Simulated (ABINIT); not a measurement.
An input for ABINIT 10.8.3 (CaC2 (I4/mmm)):

```
acell 3*1.0 Angstrom
rprim 
  -1.934298599400 1.934298599400 3.202111242500
  1.934298599400 -1.934298599400 3.202111242500
  1.934298599400 1.934298599400 -3.202111242500
ntypat 2
znucl 20 6
natom 3
typat 1 2 2
xred 
  0.000000000000 0.000000000000 0.000000000000
  0.597892720000 0.597892720000 0.000000000000
  0.402107280000 0.402107280000 0.000000000000
pp_dirpath "pseudos"
pseudos "Ca.upf, C.upf"
ecut 37
ngkpt 4 4 4
nshiftk 1
shiftk 0 0 0
kptopt 1
chksymbreak 0
istwfk *1
occopt 1
irdwfk 1
optdriver 3
nband 36
ecuteps 3.2
inclvkb 2
awtr 1
symchi 1
irdqps 1
gwcalctyp 28
nqptdm 12
qptdm 
  0.2500000000 0.0000000000 0.0000000000
  0.5000000000 0.0000000000 0.0000000000
  0.2500000000 0.2500000000 0.0000000000
  0.5000000000 0.2500000000 0.0000000000
  -0.2500000000 0.2500000000 0.0000000000
  0.5000000000 0.5000000000 0.0000000000
  0.2500000000 0.2500000000 0.2500000000
  -0.2500000000 0.2500000000 0.2500000000
  0.5000000000 0.5000000000 0.2500000000
  -0.2500000000 0.5000000000 0.2500000000
  -0.2500000000 -0.2500000000 0.2500000000
  0.5000000000 0.5000000000 0.5000000000
indata_prefix "in"
outdata_prefix "out"
tmpdata_prefix "tmp"
```

```sh
OMP_NUM_THREADS=1 mpirun -n 4 abinit run.abi > log; mrgscr < mrgscr.stdin
```

**Question.** Estimate wall time and host memory on 4 MPI ranks of Arm Neoverse V1, shared host.

It took 45 s; on shared hardware allow 22 s to 89 s. Peak host memory was 1.5 GiB.

[Paths, hosts, dates, memory and timing lines, banners, echoed tables and standing remarks are left out of the program output.]

[Logs are printed without paths, hosts, clocks, repeated set-up lines and the standing remarks that a program may print on its own settings, such as how far it seeks lower states.]

[Runs of the session that timed out or met a known fault of the program may be left out.]

[Hosts, paths, dates, database ids (printed as entryN), source tags and the programs' standing remarks are cut or masked in the printed files.]

[G0W0 gaps are taken among the corrected bands and points alone; a level outside them can change the order at an edge.]

[Where Ansatz stands beside ABINIT at settings called matched, ABINIT's density can come from a denser mesh and the files from another edition; pairs whose starting gaps differed by over 0.03 eV were left out, so agreement reads better than it is.]
